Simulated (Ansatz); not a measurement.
# F on Ni(100): change of the work function, part 4 of 4

How does F on the hollow site change the work function of Ni(100) as the layer fills?

Ansatz 0.2.0; plane-wave DFT, PBE, Ansatz PAW.

So far, work function, upper face (eV): step 2 (the clean slab) 4.88; step 3 (37 atoms, coverage 0.111 ML, cell 3x3) 5.09; step 4 (17 atoms, coverage 0.25 ML, cell 2x2) 5.33.

## Step 5: The covered slab, k-mesh 6×6×1, coverage 0.5 ML

System of this step: Ni8F (F/Ni(100)). The cell holds 18 atoms: 16 Ni and 2 F. Cell: a = 4.978 Å, b = 4.978 Å, c = 23.850 Å, α = 90.0°, β = 90.0°, γ = 90.0°. Vacuum lies along c.

Another coverage, to see how the dipoles act on each other as their distance changes.

Input file input.yaml:

```yaml
crystal:
  lattice:
    - [4.9780317396, 0.0, 0.0]
    - [0.0, 4.9780317396, 0.0]
    - [0.0, 0.0, 23.8504504365]
  atoms:
    - { symbol: Ni, position: [0.25, 0.25, 0.3773513638], spin: 0.76 }
    - { symbol: Ni, position: [0.0, 0.0, 0.4511445194], spin: 0.69 }
    - { symbol: Ni, position: [0.25, 0.25, 0.5258663353], spin: 0.7 }
    - { symbol: Ni, position: [0.0, 0.0, 0.5968701365], spin: 0.76 }
    - { symbol: Ni, position: [0.25, 0.75, 0.3773513638], spin: 0.76 }
    - { symbol: Ni, position: [0.0, 0.5, 0.4511445194], spin: 0.69 }
    - { symbol: Ni, position: [0.25, 0.75, 0.5258663353], spin: 0.7 }
    - { symbol: Ni, position: [0.0, 0.5, 0.5968701365], spin: 0.76 }
    - { symbol: Ni, position: [0.75, 0.25, 0.3773513638], spin: 0.76 }
    - { symbol: Ni, position: [0.5, 0.0, 0.4511445194], spin: 0.69 }
    - { symbol: Ni, position: [0.75, 0.25, 0.5258663353], spin: 0.7 }
    - { symbol: Ni, position: [0.5, 0.0, 0.5968701365], spin: 0.76 }
    - { symbol: Ni, position: [0.75, 0.75, 0.3773513638], spin: 0.76 }
    - { symbol: Ni, position: [0.5, 0.5, 0.4511445194], spin: 0.69 }
    - { symbol: Ni, position: [0.75, 0.75, 0.5258663353], spin: 0.7 }
    - { symbol: Ni, position: [0.5, 0.5, 0.5968701365], spin: 0.76 }
    - { symbol: F, position: [0.25, 0.25, 0.6226486362] }
    - { symbol: F, position: [0.75, 0.75, 0.6226486362] }
magnetization:
  spin_polarized: true
kpoints:
  mp_grid: { grid: [6, 6, 1] }
hamiltonian:
  xc: pbe
scf:
  occupations: { method: fermi_dirac, width: 0.1 }
  convergence: { dr2_threshold: 1.0e-08 }
efield:
  axis: 3
  dipole_correction: true
  ramp_position: 0.97
  ramp_width: 0.06
relax:
  f_tol: 0.02
  max_steps: 60
  constraints: [{ sites: [0, 1, 4, 5, 8, 9, 12, 13] }]
output:
  dos: { projected: true, e_range: [-8, 4] }
  write_potential: true
  write_density: true
  volumetric_format: npy
  elf: true
```

The run is started by

```sh
> ansatz run input.yaml --threads 4 --pin off --max-ram 16384MiB --backend cpu --events-out ev --progress --plain --runs-dir out
```

Log:

```text
[...]
Crystal: 18 atoms, lattice volume = 591.033 Å³
Basis set: ecut = 420 eV, 11563 PW (Γ), exchange–correlation on 72×72×320 points (8 copies of the dense FFT grid, shifted against one another)
Bands: 189, of which v1, the nominal top of the filled ones, is band 151 counted from 1 (150 counted from 0)
[...]
- { symbol: Ni, position: [0.750000, 0.750000, 0.377351] }
    - { symbol: Ni, position: [0.5, 0.5, 0.4511445194] }
    - { symbol: Ni, position: [0.750000, 0.750000, 0.526546] }
    - { symbol: Ni, position: [0.5, 0.5, 0.598597] }
    - { symbol: F, position: [0.25, 0.25, 0.653192] }
    - { symbol: F, position: [0.750000, 0.750000, 0.653192] }
[key lines of the parts left out:]
SCF converged after 13 iterations
Magnetization: 11.9517 μB (156.9759 up, 145.0241 down)
Free energy (F): -95045.839545 eV
Fermi energy:    1.907229 eV
Dipole field:    D = -0.045025 V/Å  (p = -0.147062 e·Å, saw-weighted, corrected)
Work function:   Φ+ = 5.9752 eV   Φ− = 4.9012 eV
```

Run time: 13 min. Hardware: 4 threads of Arm Neoverse V1, shared host; peak memory 3.6 GiB.

Relaxation path:

```csv
step,energy less that of the first step (eV),largest force component (eV/Å)
1,0.0000,5.5358
2,-1.6607,4.6272
3,-3.4048,2.5123
4,-4.0429,0.4510
5,-4.1228,0.1774
6,-4.1353,0.0050
```

The run keeps the 16 symmetry operations that the program found, so distortions that break them were not tested.

The atoms that moved most (Å):

```csv
atom,dx,dy,dz,length
F18,0.000,0.000,0.728,0.728
F17,0.000,0.000,0.728,0.728
Ni4,0.000,0.000,0.041,0.041
Ni8,0.000,0.000,0.041,0.041
Ni16,0.000,0.000,0.041,0.041
Ni12,0.000,0.000,0.041,0.041
Ni7,0.000,0.000,-0.026,0.026
Ni11,0.000,0.000,-0.026,0.026
```

The relaxed structure:

```
Ni F
1.0
     4.97803    0.00000    0.00000
     0.00000    4.97803    0.00000
     0.00000    0.00000   23.85045
Ni F
16 2
Direct
  0.25000 0.25000 0.37735
  0.00000 0.00000 0.45114
  0.25000 0.25000 0.52655
  0.00000 0.00000 0.59860
  0.25000 0.75000 0.37735
  0.00000 0.50000 0.45114
  0.25000 0.75000 0.52479
  0.00000 0.50000 0.59860
  0.75000 0.25000 0.37735
  0.50000 0.00000 0.45114
  0.75000 0.25000 0.52479
  0.50000 0.00000 0.59860
  0.75000 0.75000 0.37735
  0.50000 0.50000 0.45114
  0.75000 0.75000 0.52655
  0.50000 0.50000 0.59860
  0.25000 0.25000 0.65319
  0.75000 0.75000 0.65319
```

The relaxation took 6 steps and lowered the energy by 4.1 eV; the largest force on the free atoms ends at 0.0050 eV/Å.

The covered face has 5.98 eV, +1.09 eV against the clean one; the bare back face has moved by +0.02 eV, a measure of how thin the slab is.

## Step 6: The covered slab, k-mesh 12×12×1, coverage 1 ML

System of this step: Ni4F (F/Ni(100)). The cell holds 5 atoms: 4 Ni and 1 F. Its edges and angles: a = 2.489 Å, b = 2.489 Å, c = 23.850 Å, α = 90.0°, β = 90.0°, γ = 90.0°. Vacuum lies along c.

Another coverage, to see how the dipoles act on each other as their distance changes.

input.yaml, the sections that differ from step 5:

```yaml
crystal:
  lattice:
    - [2.4890158698, 0.0, 0.0]
    - [0.0, 2.4890158698, 0.0]
    - [0.0, 0.0, 23.8504504365]
  atoms:
    - { symbol: Ni, position: [0.5, 0.5, 0.3773513638], spin: 0.76 }
    - { symbol: Ni, position: [0.0, 0.0, 0.4511445194], spin: 0.69 }
    - { symbol: Ni, position: [0.5, 0.5, 0.5258663353], spin: 0.7 }
    - { symbol: Ni, position: [0.0, 0.0, 0.5968701365], spin: 0.76 }
    - { symbol: F, position: [0.5, 0.5, 0.6226486362] }
kpoints:
  mp_grid: { grid: [12, 12, 1] }
relax:
  f_tol: 0.02
  max_steps: 60
  constraints: [{ sites: [0, 1] }]
output:
  write_potential: true
  write_density: true
  volumetric_format: npy
# magnetization, hamiltonian, scf, efield: as in step 5
```

Log:

```text
[...]
Crystal: 5 atoms, lattice volume = 147.758 Å³
Basis set: ecut = 420 eV, 2847 PW (Γ), exchange–correlation on 36×36×320 points (8 copies of the dense FFT grid, shifted against one another)
Bands: 50, of which v1, the nominal top of the filled ones, is band 40 counted from 1 (39 counted from 0)
[...]
F+E_penalty+E_count = -24165.11015479 eV   max|allowed force component| = 1.106e-2 eV/Å
  atoms:
    - { symbol: Ni, position: [0.5, 0.5, 0.377351] }
    - { symbol: Ni, position: [0.0, 0.0, 0.4511445194] }
    - { symbol: Ni, position: [0.5, 0.5, 0.525641] }
    - { symbol: Ni, position: [0, 0.0, 0.599861] }
    - { symbol: F, position: [0.5, 0.5, 0.650673] }
[key lines of the parts left out:]
SCF converged after 13 iterations
Magnetization: 3.3163 μB (41.1582 up, 37.8418 down)
Free energy (F): -24165.110155 eV
Fermi energy:    1.586416 eV
Dipole field:    D = -0.115128 V/Å  (p = -0.094010 e·Å, saw-weighted, corrected)
Work function:   Φ+ = 7.6597 eV   Φ− = 4.9138 eV
```

Elapsed: 1.9 min, on 4 threads; peak memory 0.66 GiB; 7.5 min of CPU time.

The steps of the relaxation:

```csv
step,energy less that of the first step (eV),largest force component (eV/Å)
1,0.0000,5.7527
2,-0.8345,4.4958
3,-1.7159,1.7706
4,-1.8384,0.9618
5,-1.8786,0.1768
6,-1.8829,0.0111
```

Forces are held to the 8 operations that the program found; a distortion that breaks them can't arise in this run.

The atoms that moved most (Å):

```csv
atom,dx,dy,dz,length
F5,0.000,0.000,0.668,0.668
Ni4,0.000,0.000,0.071,0.071
Ni3,0.000,0.000,-0.005,0.005
```

Final coordinates:

```xyz
5
Lattice="2.4890 0.0000 0.0000 0.0000 2.4890 0.0000 0.0000 0.0000 23.8505" Properties=species:S:1:pos:R:3
Ni    1.2445    1.2445    9.0000
Ni    0.0000    0.0000   10.7600
Ni    1.2445    1.2445   12.5368
Ni    0.0000    0.0000   14.3070
F     1.2445    1.2445   15.5189
```

Running mean over 1.76 Å of the planar mean; the ramp of the sawtooth is left out. Table of electron's electrostatic potential energy less the Fermi level by z:

```csv
z (Å),electron's electrostatic potential energy less the Fermi level (eV)
3.0,4.91
3.5,4.91
4.0,4.91
4.5,4.91
5.0,4.91
5.5,4.90
6.0,4.87
6.5,4.77
7.0,4.41
7.5,2.95
8.0,-1.70
8.5,-7.41
9.0,-9.86
9.5,-10.2
10.0,-10.3
10.5,-10.3
11.0,-10.3
11.5,-10.2
12.0,-10.3
12.5,-10.4
13.0,-10.4
13.5,-10.5
14.0,-10.7
14.5,-11.4
15.0,-9.51
15.5,-3.57
16.0,1.12
16.5,4.95
17.0,7.29
17.5,7.61
18.0,7.65
18.5,7.66
19.0,7.66
19.5,7.66
20.0,7.66
20.5,7.66
```

The relaxation took 6 steps and lowered the energy by 1.9 eV; the largest force on the free atoms ends at 0.011 eV/Å.

The covered face has 7.66 eV, +2.78 eV against the clean one; the bare back face has moved by +0.03 eV, a measure of how thin the slab is.

## Step 7: Work function against coverage

This step: plane-wave DFT, PBE, Ansatz PAW; work function against coverage (Ansatz 0.2.0).

The runs are now put side by side.

Numbers from this step:

| Quantity | Value |
| --- | --- |
| work function of the clean face | 4.883 eV |
| largest change of the work function | 2.777 eV |

The work function of the covered face by coverage:

```csv
coverage (adsorbates/nm²),work function of the covered face (eV)
0.00,4.88
1.79,5.09
4.04,5.33
8.07,5.98
16.14,7.66
```

The dipole per adsorbate comes from the change of the cell's dipole. Coverage, by row:

```csv
coverage (1/nm²),coverage (ML),work function (eV),change (eV),"dipole per adsorbate, positive end outwards (debye)",mean height of the added atoms over the highest substrate atom (Å)
1.793,0.1111,5.09,0.2069,-0.296,1.275
4.035,0.25,5.33,0.4477,-0.29,1.289
8.071,0.5,5.975,1.092,-0.353,1.302
16.14,1,7.66,2.777,-0.452,1.212
```

## Step 8: What came out

```json
{
 "work function of the clean face": "4.88 eV",
 "work function at 0.11 ML": "5.09 eV",
 "work function at 0.25 ML": "5.33 eV",
 "work function at 0.5 ML": "5.98 eV",
 "work function at 1 ML": "7.66 eV",
 "dipole per adsorbate at 0.11 ML, positive end outwards": "-0.30 D"
}
```

In words: F raises the work function of Ni(100) at the lowest coverage, by 0.21 eV: the adsorbate layer has its negative end outwards. The slab has 4 layers, at the tabulated experimental lattice constant, one starting site was run, and quantum-size effects of a slab this thin can reach one or two tenths of an eV. The magnetic order is the one reached from the typed start; other orders were not compared.

[Long decimals in the printed logs are rounded to 6 places.]

[Logs are printed without paths, hosts, clocks, repeated set-up lines and the standing remarks that a program may print on its own settings, such as how far it seeks lower states.]

[Hosts, paths, dates, database ids (printed as entryN), source tags and the programs' standing remarks are cut or masked in the printed files.]

[Maps of the electrostatic potential energy from Ansatz leave out the sawtooth potential of an applied field or a dipole correction, so their vacuum need not be flat; planar profiles and work functions include it.]
